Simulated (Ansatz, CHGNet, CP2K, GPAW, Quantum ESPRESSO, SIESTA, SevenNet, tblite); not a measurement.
**Codes compared on random packing of 26Ag2S-74GeS2 (mol %) (81 atoms)**

How near do other programs and methods come to a plane-wave reference for random packing of 26Ag2S-74GeS2 (mol %) (81 atoms)? A plane-wave run serves as the reference.

Main program and level: Quantum ESPRESSO 7.5; Kohn-Sham DFT, PBE, SSSP efficiency 1.3.0 pseudopotentials, plane waves.

### 1. Starting point

The cell holds 81 atoms: 14 Ag, 47 S and 20 Ge. Its edges and angles: a = 12.404 Å, b = 12.404 Å, c = 12.404 Å, α = 90.0°, β = 90.0°, γ = 90.0°. 81 atoms (14 Ag, 47 S, 20 Ge) packed at random in a cube at 3.89 g/cm³ and pushed apart as soft spheres, cations and anions kept from their own kind; a start for melting by ab initio MD, not an equilibrated structure. Then every atom was moved at random, 0.03 Å r.m.s. a Cartesian component.

### 2. Plane-wave reference

File pw.in:

```
&control
  calculation = 'scf'
  pseudo_dir = './pseudo'
  outdir = './tmp'
  disk_io = 'none'
  tprnfor = .true.
  tstress = .true.
/
&system
  ibrav = 0
  nat = 81
  ntyp = 3
  ecutwfc = 45
  ecutrho = 360
  nosym = .true.
  occupations = 'smearing'
  smearing = 'fd'
  degauss = 0.003675
/
&electrons
  conv_thr = 4.0e-07
  electron_maxstep = 100
  mixing_beta = 0.4
  mixing_mode = 'plain'
  diagonalization = 'david'
/
ATOMIC_SPECIES
Ag 107.868 Ag.upf
S 32.060 S.upf
Ge 72.630 Ge.upf
CELL_PARAMETERS angstrom
12.40390 0.00000 0.00000
0.00000 12.40390 0.00000
0.00000 0.00000 12.40390
ATOMIC_POSITIONS crystal
Ag 0.56955 0.35351 0.20987
Ag 0.23207 0.91687 0.10147
Ag 0.73739 0.93053 0.11540
Ag 0.66758 0.71750 0.24727
Ag 0.91867 0.78898 0.68631
Ag 0.98339 0.92347 0.99713
Ag 0.40336 0.89021 0.45828
Ag 0.86555 0.69314 0.97578
Ag 0.42560 0.79971 0.70706
Ag 0.43709 0.15292 0.68766
Ag 0.06548 0.13027 0.18578
Ag 0.75864 0.96768 0.39205
[... 65 atom lines left out ...]
Ge 0.59713 0.20138 0.00621
Ge 0.31807 0.66788 0.28330
Ge 0.99903 0.55181 0.75053
Ge 0.64804 0.46822 0.52835
K_POINTS gamma
```

The run is started by

```bash
> OMP_NUM_THREADS=1 mpirun -np 4 pw.x -in pw.in > output.txt
```

Log:

```text
Program PWSCF
     gamma-point specific algorithms are used
     one sub-group per band group will be used
     scalapack distributed-memory algorithm (size of sub-group:  2*  2 procs)
     Parallelization info
     sticks:   dense  smooth     PW     G-vecs:    dense   smooth      PW
     Min        3933    1966    491               371414   131346   16424
     Max        3936    1968    494               371420   131351   16426
     Sum       15737    7869   1969              1485669   525393   65699
     bravais-lattice index     =            0
     lattice parameter (alat)  =      23.4400  a.u.
     unit-cell volume          =   12878.6805 (a.u.)^3
     number of atoms/cell      =           81
     number of atomic types    =            3
     number of electrons       =       828.00
[... lines left out ...]
     scf convergence threshold =      4.0E-07
[... lines left out ...]
     number of k points=     1  Fermi-Dirac smearing, width (Ry)=  0.0037
[... lines left out ...]
     total energy              =   -9423.46229888 Ry
[... lines left out ...]
     total energy              =   -9421.08799643 Ry
[... lines left out ...]
     total energy              =   -9424.02825186 Ry
[... lines left out ...]
     total energy              =   -9425.38424219 Ry
[... lines left out ...]
     total energy              =   -9425.38424220 Ry
[... lines left out ...]
          k = 0.0000 0.0000 0.0000 ( 32850 PWs)   bands (ev):
   -86.2349 -85.7733 -85.6192 -85.6117 -85.4975 -85.4855 -85.4798 -85.3940
   -85.3759 -85.3498 -85.2151 -85.1379 -85.1023 -85.0398 -49.7848 -49.7103
   -49.5534 -49.2955 -49.2336 -49.1701 -49.1552 -49.1205 -49.0515 -49.0457
[...]
10.5288  10.6278  10.6410  10.6859  10.7870  10.9410  10.9896  11.0225
    11.0734  11.1488  11.1549  11.2902  11.2978  11.3260  11.3943  11.5087
    11.5597
     the Fermi energy is     6.0548 ev
!    total energy              =   -9425.38424198 Ry
     estimated scf accuracy    <       0.00000028 Ry
     smearing contrib. (-TS)   =      -0.04213034 Ry
     internal energy E=F+TS    =   -9425.34211164 Ry
     The total energy is F=E-TS. E is the sum of the following terms:
     one-electron contribution =   -6977.28640728 Ry
     hartree contribution      =    3890.26409364 Ry
     xc contribution           =   -1936.25071476 Ry
     ewald contribution        =   -4402.06908325 Ry
     convergence has been achieved in  47 iterations
     Forces acting on atoms (cartesian axes, Ry/au):
     atom    1 type  1   force =     0.00476734    0.00693370    0.00358907
     atom    2 type  1   force =     0.00612929   -0.00877731   -0.00935858
     atom    3 type  1   force =    -0.01344535   -0.01098077   -0.00300593
[...]
atom   80 type  3   force =     0.06402342    0.01499688   -0.01316645
     atom   81 type  3   force =     0.01320239   -0.01574855   -0.03888893
     Total force =     0.447738     Total SCF correction =     0.002493
     Computing stress (Cartesian axis) and pressure
          total   stress  (Ry/bohr**3)                   (kbar)     P=       -9.21
   0.00001233   0.00003083  -0.00007603            1.81        4.54      -11.18
   0.00003083  -0.00011925  -0.00000297            4.54      -17.54       -0.44
  -0.00007603  -0.00000297  -0.00008091          -11.18       -0.44      -11.90
     Message from routine punch:
     Nothing written, as per user request (disk_io='none')
```

The job ended after 19 min (4 MPI ranks of Arm Neoverse V1, shared host; peak memory 5.2 GiB; 75 min of CPU time).

Banners, paths, timers and routine set-up lines are dropped from the logs unmarked, and long logs keep their key lines alone; longer cuts are marked.

Numbers from this run:

| Item | Value |
| --- | --- |
| r.m.s. force component | 0.7385 eV/Å |
| longest force | 3.123 eV/Å |
| pressure | -0.921 GPa |

### 3. Local order

g(r), total and by pair (bins of 0.2 Å):

| r (Å) | total | S-S | S-Ge | S-Ag | Ge-Ge | Ge-Ag | Ag-Ag |
| --- | --- | --- | --- | --- | --- | --- | --- |
| 2.10 | 0.30 | 0.00 | 1.03 | 0.00 | 0.00 | 0.00 | 0.00 |
| 2.30 | 1.21 | 0.00 | 4.08 | 0.20 | 0.00 | 0.00 | 0.00 |
| 2.50 | 1.70 | 0.00 | 1.96 | 5.67 | 0.00 | 0.00 | 0.00 |
| 2.70 | 0.47 | 0.00 | 1.00 | 0.61 | 0.98 | 0.00 | 0.00 |
| 2.90 | 0.60 | 0.00 | 1.45 | 0.67 | 0.90 | 0.00 | 0.00 |
| 3.10 | 1.48 | 2.20 | 0.93 | 0.94 | 1.19 | 2.20 | 0.77 |
| 3.30 | 2.22 | 3.61 | 0.73 | 1.81 | 1.40 | 2.52 | 4.31 |
| 3.50 | 1.00 | 1.07 | 0.73 | 0.94 | 1.51 | 1.11 | 1.89 |
| 3.70 | 0.98 | 0.75 | 1.00 | 0.60 | 0.82 | 2.37 | 2.22 |
| 3.90 | 0.85 | 1.14 | 0.52 | 0.77 | 1.51 | 0.52 | 1.02 |
| 4.10 | 0.76 | 0.81 | 0.68 | 0.95 | 0.23 | 0.80 | 0.44 |
| 4.30 | 1.02 | 1.04 | 1.17 | 0.74 | 0.60 | 1.34 | 1.24 |
| 4.50 | 0.92 | 0.81 | 0.92 | 0.80 | 1.70 | 1.22 | 0.37 |
| 4.70 | 0.91 | 1.09 | 0.40 | 1.15 | 0.52 | 1.35 | 1.73 |
| 4.90 | 0.91 | 1.02 | 1.07 | 0.77 | 0.63 | 0.45 | 0.97 |
| 5.10 | 0.97 | 0.70 | 1.09 | 1.20 | 0.73 | 1.35 | 0.61 |
| 5.30 | 1.02 | 0.93 | 1.36 | 1.11 | 0.53 | 0.68 | 0.28 |
| 5.50 | 1.04 | 0.77 | 1.34 | 1.31 | 0.88 | 0.72 | 0.51 |
| 5.70 | 1.10 | 1.14 | 1.21 | 0.89 | 1.28 | 0.92 | 1.19 |
| 5.90 | 0.88 | 0.73 | 0.79 | 0.90 | 1.74 | 1.09 | 0.89 |
| 6.10 | 1.07 | 1.22 | 0.91 | 0.96 | 1.65 | 0.73 | 1.46 |

Bonds by pair of elements; cutoffs follow the first minimum of g(r), held within bounds set by covalent radii, and pairs that aren't listed don't count as bonded (cutoffs were set anew for this text, so counts can differ from the run's own analysis):

| pair A-B | cutoff (Å) | bonds | mean length (Å) | spread (Å) | shortest (Å) | B about A | A about B |
| --- | --- | --- | --- | --- | --- | --- | --- |
| S-Ge | 2.68 | 50 | 2.35 | 0.145 | 2.13 | 1.06 | 2.5 |
| S-Ag | 2.92 | 37 | 2.52 | 0.13 | 2.37 | 0.787 | 2.64 |

How many atoms have how many bonded neighbours:

| element | mean | 0 | 1 | 2 | 3 | 4 | 5 |
| --- | --- | --- | --- | --- | --- | --- | --- |
| Ag | 2.64 | 0 | 2 | 4 | 6 | 1 | 1 |
| Ge | 2.5 | 0 | 1 | 9 | 9 | 1 | 0 |
| S | 1.85 | 5 | 11 | 18 | 12 | 1 | 0 |

Rings of the network by King's shortest-path rule, up to 12 atoms, one path for each pair of neighbours; H, halogens, alkali and alkaline-earth atoms are left out, and the last column divides by all other atoms, bonded or not:

| ring size (atoms) | rings | per network atom |
| --- | --- | --- |
| 4 | 4 | 0.049 |

### 4. What was run beside it

The programs:
- CHGNet: machine-learned potential, published weights.
- CP2K 2026.2: Gaussian basis with GTH pseudopotentials and a plane-wave density; labels give functional, basis (MOLOPT sets; SR short-range, UZH the newer set with its own potentials), grid cutoff/relative cutoff and solver (OT: orbital transformation; TRS4, TC2, SIGN: linear-scaling purification with its sparsity filter), or its built-in tight binding.
- GPAW 26.7.0: PAW with atomic orbitals (LCAO), plane waves or a real-space grid of spacing h.
- SIESTA 5.4.2: numerical atomic orbitals, whose automatically made sets are far from complete, with PseudoDojo norm-conserving potentials that we converted to its format (checked against plane waves on the same files for H, C, O, Si, Ge and Ca alone); labels give functional, basis size, energy shift and mesh cutoff.
- SevenNet: machine-learned potential, published weights.
- tblite 0.8.0: extended tight binding, driven from Python.

All use the same cell and atoms; the electronic-structure runs use the same k-mesh, and an electronic temperature of 580 K (0.05 eV) where levels are smeared.

Differences are against the plane-wave reference, forces as r.m.s. over components; share is that over the reference's r.m.s. force, slope the least-squares factor from reference forces to these. Total energies of different programs have different zeros and aren't compared.

| run | Δ force, r.m.s. (meV/Å) | share (%) | slope | Δ pressure (GPa) | cores | CPU time | memory (GiB) |
| --- | --- | --- | --- | --- | --- | --- | --- |
| reference | - | - | - | - | 4 | 75 min | 5.2 |
| CHGNet r2SCAN potential | 534 | 72.3 | 0.622 | -2.05 | 1 | 4 s | 0.64 |
| CP2K PBE, DZVP-MOLOPT-SR, 350/30 Ry, diagonalisation (coarse) | 68.5 | 9.27 | 1.012 | 0.841 | 2 | 5.7 min | 2.3 |
| CP2K PBE, DZVP-MOLOPT-SR, 350/50 Ry, diagonalisation | 49.8 | 6.74 | 1.013 | 0.762 | 2 | 7.2 min | 2.3 |
| CP2K PBE, DZVP-MOLOPT-SR, 489/50 Ry, diagonalisation | 49.7 | 6.73 | 1.013 | 0.762 | 4 | 10 min | 6.1 |
| CP2K PBE, SZV-MOLOPT-SR, 350/50 Ry, diagonalisation (coarse) | 388 | 52.6 | 1.329 | 1.74 | 1 | 5.9 min | 2.1 |
| CP2K PBE, TZVP-UZH, 350/50 Ry, diagonalisation | 53.5 | 7.24 | 1.025 | 0.715 | 4 | 11 min | 5.0 |
| GPAW LDA, LCAO dzp, h 0.2 Å | 132 | 17.8 | 1.031 | - | 1 | 7.4 min | 1.9 |
| GPAW PBE, LCAO dzp, h 0.2 Å | 164 | 22.2 | 1.115 | - | 1 | 8.3 min | 1.9 |
| GPAW PBE, LCAO dzp, h 0.25 Å (coarse) | 172 | 23.3 | 1.119 | - | 1 | 4.5 min | 0.95 |
| GPAW PBE, LCAO szp(dzp), h 0.2 Å (coarse) | 353 | 47.7 | 1.227 | - | 1 | 5.9 min | 1.9 |
| GPAW PBE, plane waves 550 eV | 38.3 | 5.18 | 1.031 | 0.288 | 4 | 30 min | 3.2 |
| SIESTA PBE, DZP, shift 0.01 Ry, mesh 300 Ry | 265 | 35.9 | 1.151 | 0.162 | 2 | 8.8 min | 1.7 |
| SIESTA PBE, SZP, shift 0.01 Ry, mesh 300 Ry (coarse) | 549 | 74.4 | 1.324 | 1.11 | 1 | 6.6 min | 1.3 |
| SevenNet 0 potential | 245 | 33.2 | 0.992 | 0.0433 | 1 | 8.7 s | 0.73 |
| SevenNet l3i5 potential | 254 | 34.4 | 0.943 | -0.0097 | 1 | 10 s | 1.0 |
| tblite GFN1-xTB | 693 | 93.8 | 0.815 | -5.50 | 1 | 13 s | 0.16 |

Rows marked coarse were listed beforehand as settings not expected to be converged; some can still land near the reference.

Times of the machine-learned potentials are mostly Python's start and the loading of weights.

CPU time is summed over cores on a shared host, where runs went side by side, so it is rough. Symmetry, cutoffs, thresholds, outputs and thread counts weren't matched or tuned between programs; memory under MPI is the largest rank's times the ranks.

Runs without a result: CP2K GFN1-xTB, diagonalisation (not converged, the SCF not settling); tblite GFN2-xTB (not converged); SIESTA PBE, SZ, shift 0.01 Ry, mesh 300 Ry (cut off at its time limit of 2.9 min); SIESTA PBE, SZ, shift 0.02 Ry, mesh 300 Ry (cut off at its time limit of 2.9 min).

Mean charges by element (e), by run and scheme:

| run | scheme | Ag | S | Ge |
| --- | --- | --- | --- | --- |
| CP2K PBE, DZVP-MOLOPT-SR, 350/50 Ry, diagonalisation | Mulliken | -0.38 | +0.01 | +0.25 |
| CP2K PBE, DZVP-MOLOPT-SR, 489/50 Ry, diagonalisation | Mulliken | -0.38 | +0.01 | +0.25 |
| CP2K PBE, TZVP-UZH, 350/50 Ry, diagonalisation | Mulliken | +0.53 | -0.27 | +0.26 |
| SIESTA PBE, DZP, shift 0.01 Ry, mesh 300 Ry | Hirshfeld | +0.31 | -0.16 | +0.15 |
| tblite GFN1-xTB | Mulliken | +0.22 | -0.19 | +0.29 |

Within one program, basis, potentials and functional, energies share a zero. Each run against its twin at the usual cutoff or grid and solver:

| run | twin | Δ energy (meV/atom) | Δ force, r.m.s. (meV/Å) | CPU time over the twin's |
| --- | --- | --- | --- | --- |
| CP2K PBE, DZVP-MOLOPT-SR, 350/30 Ry, diagonalisation | DZVP-MOLOPT-SR, 350/50 Ry, diagonalisation | -1.23 | 49.5 | 0.79 |
| CP2K PBE, DZVP-MOLOPT-SR, 489/50 Ry, diagonalisation | DZVP-MOLOPT-SR, 350/50 Ry, diagonalisation | 0.0042 | 1.90 | 1.4 (this twin ran on 2 cores) |
| GPAW PBE, LCAO dzp, h 0.25 Å | LCAO dzp, h 0.2 Å | 119 | 43.0 | 0.55 |

### 5. Summary of results

| Quantity | Value |
| --- | --- |
| reference r.m.s. force component | 0.738 eV/Å |
| nearest in forces | GPAW PBE, plane waves 550 eV, 5.2 % |
| farthest in forces | tblite GFN1-xTB, 94 % |
| cheapest electronic-structure run beside the reference | tblite GFN1-xTB, 13 s of CPU time |

What this shows: PBE on plane waves or a grid with other potentials, cutoffs or grids, coarse settings apart, differs from the reference by 5.2 % (GPAW PBE, plane waves 550 eV) of the r.m.s. force; this holds the reference's own error, so differences of a few per cent don't tell which side is nearer the exact PBE result. The PBE runs in local orbitals, coarse settings apart, differ by 6.7 % (CP2K PBE, DZVP-MOLOPT-SR, 489/50 Ry, diagonalisation) to 36 % (SIESTA PBE, DZP, shift 0.01 Ry, mesh 300 Ry); basis, grid and potentials can all enter. Tight binding differs by 94 % (tblite GFN1-xTB); it is another model, with fitted parameters of its own, and the xTB methods hold dispersion. Machine-learned potentials differ by 33 % (SevenNet 0 potential) to 72 % (CHGNet r2SCAN potential); they were trained on other programs' data, some at another functional. Rows with another functional or a dispersion term differ by 18 % (GPAW LDA, LCAO dzp, h 0.2 Å), which mixes the change of model with differences of basis and potentials. Runs with settings chosen to be coarse differ by 9.3 % (CP2K PBE, DZVP-MOLOPT-SR, 350/30 Ry, diagonalisation) to 74 % (SIESTA PBE, SZP, shift 0.01 Ry, mesh 300 Ry), their programs' other errors included. Of the electronic-structure runs that take under half the reference's CPU time, GPAW PBE, plane waves 550 eV comes nearest, at 5.2 % in 30 min against 75 min. SIESTA PBE, DZP, shift 0.01 Ry, mesh 300 Ry stiffens the forces by a factor of 1.15 while following their directions (correlation 0.962). In pressure, CP2K PBE, SZV-MOLOPT-SR, 350/50 Ry, diagonalisation misses by +1.7 GPa, at the same functional. Charges hang on model, scheme and program or settings: among these rows the mean for Ag runs from -0.38 to +0.53 e, even in sign. In the reference: levels near the Fermi energy are neither full nor empty under the smearing, so no gap is quoted. In the reference: for some of the pairs, g(r) has its first main peak near 3.2 Å (S-S), 2.3 Å (S-Ge), 2.5 Å (S-Ag) and 3.3 Å (Ag-Ag). Periodic xTB results under one method name differ between programs and library versions. The potentials hold different valence shells: 828 electrons in the reference, 600 in GPAW and 516 in CP2K with TZVP-UZH; this bears on time and differences. GPAW's setups keep the filled d shell of Ge in the core. The reference's pressure holds the uncorrected Pulay stress of its 45 Ry basis, so small pressure differences, and their order, may be the reference's own error. Machine-learned potentials mimic data converged in k, so the reference's own k-point error enters their differences. The electronic-structure runs sample only Γ, in a cell whose shortest periodic width is 12 Å, which is coarse for a cell with partly filled levels.

[Also dropped from logs without a mark: logging warnings of Python, and SIESTA's first energy breakdown and zero terms.]

[Logs are printed without paths, hosts, clocks, repeated set-up lines and the standing remarks that a program may print on its own settings, such as how far it seeks lower states.]

[Hosts, paths, dates, database ids (printed as entryN), source tags and the programs' standing remarks are cut or masked in the printed files.]
